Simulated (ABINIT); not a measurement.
# Ga2O3 (R-3c): a self-consistent loop beyond G0W0, cycle by cycle, part 2 of 2

Wanted: G0W0 and self-consistent gaps of Ga2O3 (R-3c), with the cost of the cycles.

ABINIT 10.8.3; PBE and many-body steps on it, plane waves. Known limits of the many-body steps: not at the basis limit; no spin-orbit coupling.

So far. Step 4 (G0W0): The gap on the mesh goes from 2.86 eV to 4.25 eV, a correction of +1.39 eV. Step 5 (evGW0, cycle 1): Against G0W0 in ABINIT (4×4×4 mesh, 166 bands, screening to 103.4 eV, Godby-Needs plasmon pole), the gap moves by +0.273 eV. This first cycle still uses the starting levels; it takes the full correction, at all points of the mesh, and its linearised value is 4.250 eV.

**6. evGW0, cycle 2**

Level of this step: evGW0 on PBE, plane waves, norm-conserving pseudopotentials (ABINIT).

The corrected levels of the last cycle go back in.

The input, run.abi:

```
acell 3*1.0 Angstrom
rprim 
  2.498699193881 1.442624652211 4.483549768500
  -2.498699193881 1.442624652211 4.483549768500
  0.000000000000 -2.885249304422 4.483549768500
ntypat 2
znucl 31 8
natom 10
typat 1 1 1 1 2 2 2 2 2 2
xred 
  0.855585580000 0.855585580000 0.855585580000
  0.644414420000 0.644414420000 0.644414420000
  0.144414420000 0.144414420000 0.144414420000
  0.355585580000 0.355585580000 0.355585580000
  0.750000000000 0.446832820000 0.053167180000
  0.446832820000 0.053167180000 0.750000000000
  0.053167180000 0.750000000000 0.446832820000
  0.250000000000 0.553167180000 0.946832820000
  0.946832820000 0.250000000000 0.553167180000
  0.553167180000 0.946832820000 0.250000000000
pp_dirpath "pseudos"
pseudos "Ga.upf, O.upf"
ecut 45
ngkpt 4 4 4
nshiftk 1
shiftk 0 0 0
kptopt 1
chksymbreak 0
istwfk *1
occopt 1
irdwfk 1
optdriver 4
nband 166
gwcalctyp 10
ecutsigx 45
symsigma 1
nkptgw 13
kptgw 
  0.0000000000 0.0000000000 0.0000000000
  0.2500000000 0.0000000000 0.0000000000
  0.5000000000 0.0000000000 0.0000000000
  0.2500000000 0.2500000000 0.0000000000
  0.5000000000 0.2500000000 0.0000000000
  -0.2500000000 0.2500000000 0.0000000000
  0.5000000000 0.5000000000 0.0000000000
  0.2500000000 0.2500000000 0.2500000000
  0.5000000000 0.2500000000 0.2500000000
  -0.2500000000 0.2500000000 0.2500000000
  0.5000000000 0.5000000000 0.2500000000
  -0.2500000000 0.5000000000 0.2500000000
  0.5000000000 0.5000000000 0.5000000000
bdgw 
  43 70
  43 70
  43 70
  43 70
  43 70
  43 70
  43 70
  43 70
  43 70
  43 70
  43 70
  43 70
  43 70
ecuteps 3.8
irdscr 1
ppmodel 1
irdqps 1
indata_prefix "in"
outdata_prefix "out"
tmpdata_prefix "tmp"
```

Launch:

```
OMP_NUM_THREADS=1 mpirun -n 8 abinit run.abi > log
```

Numbers of over 12 decimals in the logs are rounded to 6 here.

Log:

```text
.Version 10.8.3 of ABINIT. v10.8.2 released Aug 2026.

 Symmetries : space group R-3 c (#167); Bravais hR (rhombohedral)
[... echo of the input left out ...]
== DATASET  1 ==================================================================
-   mpi_nproc: 8, omp_nthreads: 1 (-1 if OMP is not activated)

--- !DatasetInfo
iteration_state: {dtset: 1, }
dimensions: {natom: 10, nkpt: 13, mband: 166, nsppol: 1, nspinor: 1, nspden: 1, mpw: 9454, }
cutoff_energies: {ecut:  45.0, pawecutdg:  -1.0, }
[...]
.  kptgw no:  3; Maximum DeltaE = (   0.102   0.005) for band index: 19
[...]
.  kptgw no: 12; Maximum DeltaE = (   0.042   0.000) for band index: 27
.  kptgw no: 13; Maximum DeltaE = (   0.036   0.000) for band index: 25

== END DATASET(S) ==============================================================
================================================================================

 -outvars: echo values of variables after computation  --------
           etotal      0.0000000000E+00
            nband         166
             nkpt          13
          spgroup         167
 [... the other variables as echoed above ...]

 Calculation completed.
```

Run time: 15 min. Hardware: 8 MPI ranks of Arm Neoverse V2, shared host; peak memory 17 GiB; 2.1 h of CPU time.

This step gave:

```yaml
quasiparticle_gap_on_the_mesh: 4.471 eV
gap_of_the_density_functional_on_the_mesh: 2.857 eV
k_of_the_valence_top: 0.25, 0, 0
k_of_the_conduction_bottom: 0, 0, 0
least_direct_quasiparticle_gap_on_the_computed_points: 4.674 eV
```

Against the cycle before, the gap moves by −0.052 eV.

**7. evGW0, cycle 3**

run.abi is that of step 6.

Log:

```text
.Version 10.8.3 of ABINIT. v10.8.2 released Aug 2026.

 Symmetries : space group R-3 c (#167); Bravais hR (rhombohedral)
[... echo of the input left out ...]
== DATASET  1 ==================================================================
-   mpi_nproc: 8, omp_nthreads: 1 (-1 if OMP is not activated)

--- !DatasetInfo
iteration_state: {dtset: 1, }
dimensions: {natom: 10, nkpt: 13, mband: 166, nsppol: 1, nspinor: 1, nspden: 1, mpw: 9454, }
cutoff_energies: {ecut:  45.0, pawecutdg:  -1.0, }
[...]
.  kptgw no:  3; Maximum DeltaE = (   0.004  -0.000) for band index:  1
[...]
.  kptgw no: 12; Maximum DeltaE = (  -0.004   0.000) for band index: 27
.  kptgw no: 13; Maximum DeltaE = (  -0.001   0.000) for band index: 25

== END DATASET(S) ==============================================================
================================================================================

 -outvars: echo values of variables after computation  --------
           etotal      0.0000000000E+00
            nband         166
             nkpt          13
          spgroup         167
 [... the other variables as echoed above ...]

 Calculation completed.
```

The job ended after 16 min (8 MPI ranks; peak memory 17 GiB; 2.1 h of CPU time).

This step gave:

```yaml
quasiparticle_gap_on_the_mesh: 4.462 eV
gap_of_the_density_functional_on_the_mesh: 2.857 eV
k_of_the_valence_top: 0.25, 0, 0
k_of_the_conduction_bottom: 0, 0, 0
least_direct_quasiparticle_gap_on_the_computed_points: 4.664 eV
```

Against the cycle before, the gap moves by −0.009 eV.

**8. The runs together**

Times are wall times on 8 MPI ranks of Arm Neoverse V2, shared host, good to a factor of about two. A run's time includes the screening step that it read.

| run | mesh | bands | screening cutoff (eV) | DFT gap (eV) | gap on the mesh (eV) | direct (eV) | ε∞ used | time |
| --- | --- | --- | --- | --- | --- | --- | --- | --- |
| G0W0 | 4×4×4 | 166 | 103.4 | 2.857 | 4.250 | 4.452 | 4.16 | 7.5 min |
| evGW0, cycle 1 | 4×4×4 | 166 | 103.4 | 2.857 | 4.523 | 4.723 | 4.16 | 23 min |
| evGW0, cycle 2 | 4×4×4 | 166 | 103.4 | 2.857 | 4.471 | 4.674 | 4.16 | 23 min |
| evGW0, cycle 3 | 4×4×4 | 166 | 103.4 | 2.857 | 4.462 | 4.664 | 4.16 | 23 min |

**9. Results**

| Quantity | Value |
| --- | --- |
| G0W0 | 4.250 eV |
| evGW0, cycle 1 | 4.523 eV |
| evGW0, cycle 2 | 4.471 eV |
| evGW0, cycle 3 | 4.462 eV |
| known limits | not at the basis limit; no spin-orbit coupling |

Only the bands that the input lists are updated; the others, empty or deep, keep the functional's energies or take a rigid shift. evGW0 ends at 4.46 eV, +0.21 eV from G0W0, after 3 cycles that took 47 min beside the first screening; the last moved the gap by 0.009 eV. The first cycle of evGW0 takes the full correction, without the factor Z, so it overshoots the one-shot value. Against experiment, by evGW0, cycle 3: the direct gap of 4.66 eV lies −0.94 eV from the measured 5.6 eV (direct, on Al2O3 (sapphire), 2019); the direct gap of 4.66 eV lies −0.64 eV from the measured 5.3 eV (direct, on Al2O3, 2024); the direct gap of 4.66 eV lies −0.38 eV from the measured 5.04 eV (direct, on Al2O3, 2020); the direct gap of 4.66 eV lies −0.54 eV from the measured 5.2 eV (direct, on c-plane sapphire, 2019); the direct gap of 4.66 eV lies −0.49 eV from the measured 5.15 eV (direct, on c-plane sapphire, 2019). An exciton line or allowed optical edge lies below the quasiparticle gap by the binding energy; a forbidden edge can push the onset above it. These are gaps on the mesh, at modest bands and cutoff. The calculation has static nuclei and no excitons; a measured gap holds zero-point and thermal motion, which mostly lowers it. Against the values above the computed gap that would widen the miss. An edge that is forbidden or weak in absorption could explain it, and so could too strong a screening: the start's gap is only 2.86 eV, and one shot does not repair that. Bands and cutoff are finite, so the gap is not at the basis limit. The miss can reach some tenths of an eV and take either sign; the mesh is an error of its own. The many-body steps are scalar-relativistic: spin-orbit coupling is not in them.

[Paths, hosts, dates, memory and timing lines, banners, echoed tables and standing remarks are left out of the program output.]

[Logs are printed without paths, hosts, clocks, repeated set-up lines and the standing remarks that a program may print on its own settings, such as how far it seeks lower states.]

[Runs of the session that timed out or met a known fault of the program may be left out.]

[Hosts, paths, dates, database ids (printed as entryN), source tags and the programs' standing remarks are cut or masked in the printed files.]

[G0W0 gaps are taken among the corrected bands and points alone; a level outside them can change the order at an edge.]

[Where Ansatz stands beside ABINIT at settings called matched, ABINIT's density can come from a denser mesh and the files from another edition; pairs whose starting gaps differed by over 0.03 eV were left out, so agreement reads better than it is.]
